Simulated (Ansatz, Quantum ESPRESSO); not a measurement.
# Screening and band shifts of Al2SSe, 1 layer, part 2 of 6

How does Al2SSe, 1 layer respond to a gate-like field without added charge?

Quantum ESPRESSO 7.5; plane-wave DFT, PBE, GBRV ultrasoft pseudopotentials; geometry and cross-check by Ansatz 0.2.0 with PAW datasets.

So far: The structure; Geometry from Ansatz.

## Step 3: SCF with pw.x: no field

The zero-field run is the reference. tefield and dipfield are on already, so that all runs share k-points and boundary.

Level of this step: plane-wave DFT, PBE, GBRV ultrasoft pseudopotentials (Quantum ESPRESSO 7.5).

Input file f0.in:

```
&control
  prefix = 'f0'
  outdir = './out'
  pseudo_dir = './pseudo'
  calculation = 'scf'
  tprnfor = .true.
  tefield = .true.
  dipfield = .true.
/
&system
  ibrav = 0
  nat = 4
  ntyp = 3
  ecutwfc = 40
  ecutrho = 200
  occupations = 'smearing'
  smearing = 'fd'
  degauss = 0.004
  edir = 3
  emaxpos = 0.97
  eopreg = 0.04
  eamp = 0.0
/
&electrons
  conv_thr = 1e-09
  mixing_beta = 0.4
  electron_maxstep = 120
  mixing_mode = 'plain'
/
ATOMIC_SPECIES
  Se  78.9710  se_pbe_v1.uspp.F.UPF
  Al  26.9815  al_pbe_v1.uspp.F.UPF
  S   32.0600  s_pbe_v1.4.uspp.F.UPF
CELL_PARAMETERS angstrom
  3.67768374882588 -0.00000000000000 -0.00000000000000
  -1.83884187441294 3.18496755356840 -0.00000000000000
  -0.00000000000000 -0.00000000000000 21.45087501970000
ATOMIC_POSITIONS crystal
  Se  0.333333333333 0.666666666667 0.389503771012
  Al  -0.000000000000 -0.000000000000 0.445866151416
  Al  0.000000000000 -0.000000000000 0.566657190638
  S   0.333333333333 0.666666666667 0.614259252935
K_POINTS automatic
  12 12 1 0 0 0
```

Started as:

```console
$ OMP_NUM_THREADS=1 mpirun -n 4 pw.x -nk 4 -in f0.in > f0.out
```

What it wrote:

```text
Program PWSCF v.7.5 starts
[citation notice left out]

     Parallel version (MPI & OpenMP), running on       4 processor cores
     Number of MPI processes:                 4
     Threads/MPI process:                     1

     MPI processes distributed on     1 nodes
[...]
Current dimensions of program PWSCF are:
     Max number of different atomic species (ntypx) = 10
     Max number of k-points (npk) =  40000
     Max angular momentum in pseudopotentials (lmaxx) =  4
     Presently no symmetry can be used with electric field

     K-points division:     npool     =       4
     Subspace diagonalization in iterative solution of the eigenvalue problem:
     a serial algorithm will be used

     G-vector sticks info
     --------------------
     sticks:   dense  smooth     PW     G-vecs:    dense   smooth      PW
     Sum         673     517    163                80943    57655   10695

     Using Slab Decomposition

     bravais-lattice index     =            0
     lattice parameter (alat)  =       6.9498  a.u.
     unit-cell volume          =    1695.5906 (a.u.)^3
     number of atoms/cell      =            4
     number of atomic types    =            3
     number of electrons       =        18.00
     number of Kohn-Sham states=           13
     kinetic-energy cutoff     =      40.0000  Ry
     charge density cutoff     =     200.0000  Ry
     scf convergence threshold =      1.0E-09
     mixing beta               =       0.4000
     number of iterations used =            8  plain     mixing
     Exchange-correlation=  SLA  PW   PBX  PBC
                           (   1   4   3   4   0   0   0)

     celldm(1)=   6.949815  celldm(2)=   0.000000  celldm(3)=   0.000000
     celldm(4)=   0.000000  celldm(5)=   0.000000  celldm(6)=   0.000000

     crystal axes: (cart. coord. in units of alat)
               a(1) = (   1.000000  -0.000000  -0.000000 )
               a(2) = (  -0.500000   0.866025  -0.000000 )
               a(3) = (  -0.000000  -0.000000   5.832713 )

     reciprocal axes: (cart. coord. in units 2 pi/alat)
               b(1) = (  1.000000  0.577350  0.000000 )
               b(2) = (  0.000000  1.154701  0.000000 )
               b(3) = (  0.000000  0.000000  0.171447 )

     PseudoPot. # 1 for Se read from file:
     ./pseudo/se_pbe_v1.uspp.F.UPF
     Pseudo is Ultrasoft + core correction, Zval =  6.0
     Generated by new atomic code, or converted to UPF format
     Using radial grid of  877 points,  6 beta functions with:
                l(1) =   0
                l(2) =   0
                l(3) =   1
                l(4) =   1
                l(5) =   2
                l(6) =   2
     Q(r) pseudized with  8 coefficients,  rinner =    1.300   1.300   1.300
                                                       1.300   1.300

     PseudoPot. # 2 for Al read from file:
     ./pseudo/al_pbe_v1.uspp.F.UPF
     Pseudo is Ultrasoft + core correction, Zval =  3.0
     Generated by new atomic code, or converted to UPF format
     Using radial grid of  893 points,  3 beta functions with:
                l(1) =   0
                l(2) =   1
                l(3) =   2
     Q(r) pseudized with  8 coefficients,  rinner =    0.900   0.900   0.900
                                                       0.900   0.900

     PseudoPot. # 3 for S  read from file:
     ./pseudo/s_pbe_v1.4.uspp.F.UPF
     Pseudo is Ultrasoft + core correction, Zval =  6.0
     Generated by new atomic code, or converted to UPF format
     Using radial grid of  907 points,  6 beta functions with:
                l(1) =   0
                l(2) =   0
                l(3) =   1
                l(4) =   1
                l(5) =   2
                l(6) =   2
     Q(r) pseudized with  8 coefficients,  rinner =    1.300   1.300   1.300
                                                       1.300   1.300

     atomic species   valence    mass     pseudopotential
     Se                6.00    78.97100     Se( 1.00)
     Al                3.00    26.98150     Al( 1.00)
     S                 6.00    32.06000     S ( 1.00)

     No symmetry found

   Cartesian axes

     site n.     atom                  positions (alat units)
         1        Se     tau(   1) = (  -0.0000000   0.5773503   2.2718638  )
         2        Al     tau(   2) = (   0.0000000   0.0000000   2.6006094  )
         3        Al     tau(   3) = (   0.0000000  -0.0000000   3.3051489  )
         4        S      tau(   4) = (  -0.0000000   0.5773503   3.5827981  )

     number of k points=    74  Fermi-Dirac smearing, width (Ry)=  0.0040
                       cart. coord. in units 2pi/alat
        k(    1) = (   0.0000000   0.0000000   0.0000000), wk =   0.0138889
        k(    2) = (   0.0000000   0.0962250   0.0000000), wk =   0.0277778
        k(    3) = (   0.0000000   0.1924501   0.0000000), wk =   0.0277778
        k(    4) = (   0.0000000   0.2886751   0.0000000), wk =   0.0277778
        k(    5) = (   0.0000000   0.3849002   0.0000000), wk =   0.0277778
        k(    6) = (   0.0000000   0.4811252   0.0000000), wk =   0.0277778
        k(    7) = (   0.0000000  -0.5773503   0.0000000), wk =   0.0138889
        k(    8) = (   0.0833333   0.0481125   0.0000000), wk =   0.0277778
        k(    9) = (   0.0833333   0.1443376   0.0000000), wk =   0.0277778
        k(   10) = (   0.0833333   0.2405626   0.0000000), wk =   0.0277778
[...]
k(   74) = (  -0.5000000  -0.8660254   0.0000000), wk =   0.0138889

     Dense  grid:    80943 G-vectors     FFT dimensions: (  32,  32, 192)

     Smooth grid:    57655 G-vectors     FFT dimensions: (  27,  27, 180)

     Estimated max dynamical RAM per process >     149.32 MB

     Estimated total dynamical RAM >     538.01 MB

     Initial potential from superposition of free atoms

     starting charge      17.9950, renormalised to      18.0000

     negative rho (up, down):  1.886E-04 0.000E+00

     Adding external electric field

     Computed dipole along edir(3) :
        Dipole                0.0004 Ry au,          0.0011 Debye
        Dipole field          0.0000 Ry au,

        Potential amp.       -0.0002 Ry
        Total length         38.9148 bohr

     Starting wfcs are   16 randomized atomic wfcs

     total cpu time spent up to now is        2.9 secs

     per-process dynamical memory:    79.9 Mb

     Self-consistent Calculation

     iteration #  1     ecut=    40.00 Ry     beta= 0.40
     Davidson diagonalization with overlap
     ethr =  1.00E-02,  avg # of iterations =  3.3

     Threshold (ethr) on eigenvalues was too large:
     Diagonalizing with lowered threshold

     Davidson diagonalization with overlap
     ethr =  6.89E-04,  avg # of iterations =  1.3

     negative rho (up, down):  2.296E-04 0.000E+00

     Adding external electric field

     Computed dipole along edir(3) :
        Dipole               -0.0397 Ry au,         -0.1008 Debye
        Dipole field         -0.0003 Ry au,

        Potential amp.        0.0229 Ry
        Total length         38.9148 bohr

     total cpu time spent up to now is        7.4 secs

     total energy              =     -81.33629261 Ry
     estimated scf accuracy    <       0.12463665 Ry

     iteration #  2     ecut=    40.00 Ry     beta= 0.40
[...]
negative rho (up, down):  2.687E-04 0.000E+00

[...]
Dipole                0.0425 Ry au,          0.1081 Debye
[...]
total energy              =     -81.34342857 Ry
     estimated scf accuracy    <       0.02705189 Ry

     iteration #  3     ecut=    40.00 Ry     beta= 0.40
[...]
negative rho (up, down):  2.917E-04 0.000E+00

[...]
Dipole               -0.0492 Ry au,         -0.1251 Debye
[...]
total energy              =     -81.34582795 Ry
     estimated scf accuracy    <       0.00986346 Ry

     iteration #  4     ecut=    40.00 Ry     beta= 0.40
[...]
negative rho (up, down):  3.045E-04 0.000E+00

[...]
Dipole                0.0167 Ry au,          0.0425 Debye
[...]
total energy              =     -81.34641983 Ry
     estimated scf accuracy    <       0.00306511 Ry

     iteration #  5     ecut=    40.00 Ry     beta= 0.40
[...]
negative rho (up, down):  3.134E-04 0.000E+00

[...]
Dipole               -0.0135 Ry au,         -0.0344 Debye
[...]
total energy              =     -81.34687632 Ry
     estimated scf accuracy    <       0.00140057 Ry

     iteration #  6     ecut=    40.00 Ry     beta= 0.40
[...]
negative rho (up, down):  3.190E-04 0.000E+00

[...]
Dipole               -0.0104 Ry au,         -0.0265 Debye
[...]
total energy              =     -81.34702726 Ry
     estimated scf accuracy    <       0.00003301 Ry

     iteration #  7     ecut=    40.00 Ry     beta= 0.40
[...]
negative rho (up, down):  3.220E-04 0.000E+00

[...]
Dipole               -0.0084 Ry au,         -0.0214 Debye
[...]
total energy              =     -81.34705197 Ry
     estimated scf accuracy    <       0.00000607 Ry

     iteration #  8     ecut=    40.00 Ry     beta= 0.40
[...]
c_bands:  1 eigenvalues not converged
[...]
negative rho (up, down):  3.239E-04 0.000E+00

[...]
Dipole               -0.0094 Ry au,         -0.0239 Debye
[...]
total energy              =     -81.34705365 Ry
     estimated scf accuracy    <       0.00000223 Ry

     iteration #  9     ecut=    40.00 Ry     beta= 0.40
[...]
negative rho (up, down):  3.250E-04 0.000E+00

[...]
Dipole               -0.0095 Ry au,         -0.0241 Debye
[...]
total energy              =     -81.34705426 Ry
     estimated scf accuracy    <       0.00000032 Ry

     iteration # 10     ecut=    40.00 Ry     beta= 0.40
[...]
negative rho (up, down):  3.256E-04 0.000E+00

[...]
Dipole               -0.0093 Ry au,         -0.0237 Debye
[...]
total energy              =     -81.34705439 Ry
     estimated scf accuracy    <       0.00000003 Ry

     iteration # 11     ecut=    40.00 Ry     beta= 0.40
[...]
negative rho (up, down):  3.260E-04 0.000E+00

[...]
Dipole               -0.0094 Ry au,         -0.0238 Debye
[...]
total energy              =     -81.34705441 Ry
     estimated scf accuracy    <          2.9E-09 Ry

     iteration # 12     ecut=    40.00 Ry     beta= 0.40
[...]
negative rho (up, down):  3.266E-04 0.000E+00

[...]
Dipole               -0.0094 Ry au,         -0.0239 Debye
[...]
End of self-consistent calculation

          k = 0.0000 0.0000 0.0000 (  7131 PWs)   bands (ev):

   -15.4204 -15.2924  -7.4746  -5.3708  -3.8011  -3.8011  -2.6082  -2.6082
    -2.4563   0.7118   1.6561   2.9893   2.9894

          k = 0.0000 0.0962 0.0000 (  7162 PWs)   bands (ev):

   -15.3645 -15.2350  -7.4173  -5.3353  -4.1936  -3.8813  -3.1463  -2.7161
    -2.3666   1.0833   2.0434   2.6712   3.1319

          k = 0.0000 0.1925 0.0000 (  7200 PWs)   bands (ev):

   -15.2049 -15.0698  -7.2761  -5.3850  -4.8861  -4.1289  -4.0847  -2.9833
    -2.2871   1.4960   1.8393   3.0312   3.4119

          k = 0.0000 0.2887 0.0000 (  7208 PWs)   bands (ev):

   -14.9674 -14.8207  -7.2111  -6.0418  -5.3223  -4.5847  -4.3328  -3.2994
    -2.2968   0.8209   1.6997   2.9541   3.0888

          k = 0.0000 0.3849 0.0000 (  7248 PWs)   bands (ev):

   -14.7010 -14.5362  -7.5339  -6.7661  -5.5287  -4.5546  -4.3777  -3.5751
    -2.5011   0.2069   1.3636   2.4482   2.5697

          k = 0.0000 0.4811 0.0000 (  7240 PWs)   bands (ev):

   -14.4814 -14.2974  -7.9854  -7.3503  -5.2345  -4.7037  -4.1360  -3.7578
    -2.9002  -0.1222   1.1069   1.9462   2.2534

[...]
the Fermi energy is    -1.1893 ev

!    total energy              =     -81.34705442 Ry
     estimated scf accuracy    <          3.1E-10 Ry
     smearing contrib. (-TS)   =      -0.00000000 Ry
     internal energy E=F+TS    =     -81.34705442 Ry

     The total energy is F=E-TS. E is the sum of the following terms:
     one-electron contribution =    -274.93332407 Ry
     hartree contribution      =     141.14921976 Ry
     xc contribution           =     -46.69370661 Ry
     ewald contribution        =      99.13075584 Ry
     electric field correction =       0.00000066 Ry

     convergence has been achieved in  12 iterations

     negative rho (up, down):  3.266E-04 0.000E+00

     Forces acting on atoms (cartesian axes, Ry/au):

     atom    1 type  1   force =     0.00000009   -0.00000001   -0.00057436
     atom    2 type  2   force =    -0.00000006    0.00000003    0.00125226
     atom    3 type  2   force =    -0.00000002    0.00000003   -0.00054403
     atom    4 type  3   force =    -0.00000001   -0.00000004   -0.00013386

     Total force =     0.001487     Total SCF correction =     0.000036

[...]
=------------------------------------------------------------------------------=
   JOB DONE.
=------------------------------------------------------------------------------=
[key lines of the parts left out:]
Dipole field         -0.0001 Ry au,
```

Elapsed: 39 s, on 4 MPI ranks of Intel Xeon Platinum 8488C (Sapphire Rapids), shared host; peak memory 0.75 GiB; 2.6 min of CPU time.

Numbers from this step:

* free energy: -1106.7831 eV
* Fermi energy: -1.189 eV
* dipole along the normal: -0.004976 e·Å
* valence top, on the run's zero: -2.265 eV
* conduction bottom, on the run's zero: -0.2142 eV
* gap by band count: 2.051 eV

The run needed 12 iterations to bring the estimated error under 1e-09 Ry; the largest force on any atom, held or free, is 0.03 eV/Å.

## Step 4: Electrostatic potential

The vacuum level is read from the electrostatic potential (plot_num = 11), averaged over planes.

Input file f0.pot.in:

```
&inputpp
  prefix = 'f0'
  outdir = './out'
  filplot = 'f0.pot.dat'
  plot_num = 11
/
```

Started as:

```console
$ OMP_NUM_THREADS=1 mpirun -n 4 pp.x -in f0.pot.in > f0.pot.out
```

It took 1.6 s on 4 MPI ranks; peak memory 0.11 GiB.

Numbers from this step:

* slope of the potential above: 9.75e-6 eV/Å
* upper vacuum line continued to the top atoms, over the valence top: 6.045 eV
* slope of the potential below: -2.24e-5 eV/Å
* lower vacuum line continued to the bottom atoms, over the valence top: 5.968 eV
* vacuum level at the upper face over the valence top of the mesh: 6.045 eV
* vacuum level at the lower face over the valence top of the mesh: 5.968 eV

The vacuum is flat to 0.1 meV/Å, so its level is well defined. Inside the slab the curve depends on the local part of the pseudopotentials; only the vacuum level has a meaning of its own.

(Continued in part 3 of 6.)

[Logs are printed without paths, hosts, clocks, repeated set-up lines and the standing remarks that a program may print on its own settings, such as how far it seeks lower states.]

[Hosts, paths, dates, database ids (printed as entryN), source tags and the programs' standing remarks are cut or masked in the printed files.]

[Maps of the electrostatic potential energy from Ansatz leave out the sawtooth potential of an applied field or a dipole correction, so their vacuum need not be flat; planar profiles and work functions include it.]
